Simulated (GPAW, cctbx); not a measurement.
# SbOs2: what bonding does to one electron reflection, worked out

SbOs2, Immm (no. 71), a = 2.9553 Å, b = 4.0580 Å, c = 8.2650 Å, α = 90.00°, β = 90.00°, γ = 90.00°.

| atom | mult. | x | y | z |
| --- | --- | --- | --- | --- |
| Os1 | 4 | 0 | 0 | 0.3194 |
| Sb1 | 2 | 0 | 0 | 0 |

The start was made by putting kin elements into a known structure type; the compound need not exist, or be stable, in this form.

A DFT run (GPAW, PBE, 450 eV, 8×8×8 k-points, Fermi–Dirac width 0.1 eV) gives the static X-ray structure factor of 002 as 89.484 e for the conventional cell; superposed free atoms give 88.961 e. **Problem.** Find the Fourier component V of the crystal potential and the two-beam extinction distance at 200 kV in both cases.

### 1. Geometry

The cell volume is Ω = 99.12 Å³ and d(002) = 4.1325 Å, so g = 1/d = 0.2420 Å⁻¹.

### 2. The nuclei

Electrons feel nuclei as well as electrons, so the nuclear charges are summed with the same phases.

Phase sums Σ exp(2πi h·x), turned so that the total is real and positive: Os +2.572, Sb -2.000. Then F_Z = 76 × (+2.572) + 51 × (-2.000) = 93.49 e. The electron term has the same sign for this reflection.

### 3. Mott–Bethe

Poisson's equation, term by term, gives V = (e/4πε₀)(F_Z − F)/(πΩg²), with e/4πε₀ = 14.3996 V Å.

The prefactor is 14.3996 × 4.1325²/(π × 99.12) = 0.78970 V per electron. Free atoms: (93.49 − 88.961) × 0.78970 = 3.577 V. Crystal: (93.49 − 89.484) × 0.78970 = 3.164 V. F changes by +0.59 % and V by -11.5 %: the same 0.52 e is measured against F_Z − F = 4.5 e in place of F = 89.0 e.

### 4. Extinction distance

In the two-beam case ξ = 1/(λU) with U = 2γm₀eV/h², that is ξ = 150.41 V Å²/(γλV).

At 200 kV, λ = 0.02508 Å and γ = 1.3914. Free atoms: ξ = 1205 Å. Crystal: ξ = 1362 Å. The thickness fringes go as sin²(πt/ξ), so the two patterns slip by a quarter of a period when t|1/ξ₁ − 1/ξ₀| = 1/4, at t ≈ 261 nm. Thermal motion, absorption and many-beam coupling, left out here, change a real pattern.

### 5. Answer

V(002) is 3.16 V against 3.58 V, and ξ is 1362 against 1205 Å. Limits: static atoms, two beams.
